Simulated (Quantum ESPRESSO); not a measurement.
# Calculated records

```
Magnetic state of LaSi2Ru3 from several starts
1.0
     5.67600    0.00000    0.00000
    -2.83800    4.91556    0.00000
     0.00000    0.00000    7.12000
La Si Ru
2 4 6
Direct
  0.00000 0.00000 0.00000
  0.00000 0.00000 0.50000
  0.33333 0.66667 0.00000
  0.66667 0.33333 0.50000
  0.66667 0.33333 0.00000
  0.33333 0.66667 0.50000
  0.48000 0.99000 0.25000
  0.49000 0.48000 0.75000
  0.01000 0.49000 0.25000
  0.52000 0.01000 0.75000
  0.51000 0.52000 0.25000
  0.99000 0.51000 0.75000
# method: PBEsol; plane waves with GBRV 1.5 PBEsol potentials, no spin-orbit coupling, projections on orthogonalised atomic orbitals (and 2 further levels or steps)
# program: Quantum ESPRESSO 7.5
# settings of one run: GBRV 1.5 PBEsol, cutoff 544.23 eV, 6×6×6 k-mesh, 93 bands, fermi-dirac occupations, smearing width 0.1 eV, collinear spin, SCF threshold 2.40e-8, starting moments 0 0 0 0 0 0 1.5 1.5 1.5 1.5 1.5 1.5 μB
# cost: 5 runs, 34 min in all on 8 MPI ranks of Arm Neoverse V1, shared host (the runs of this entry)
# lowest state found: non-magnetic (from ferro ++++++, antiferro +++--- and antiferro ++-+--)
# largest site moment: 0 μB
```

[Logs and program files are shortened in this print: banners, set-up blocks, solver, clock and traceback lines can be left out without a mark of their own.]

[Logs are printed without paths, hosts, clocks, repeated set-up lines and the standing remarks that a program may print on its own settings, such as how far it seeks lower states.]

[Hosts, paths, dates, database ids (printed as entryN), source tags and the programs' standing remarks are cut or masked in the printed files.]

[Where a cell is said to come from a database of computed structures, the database is the Materials Project.]
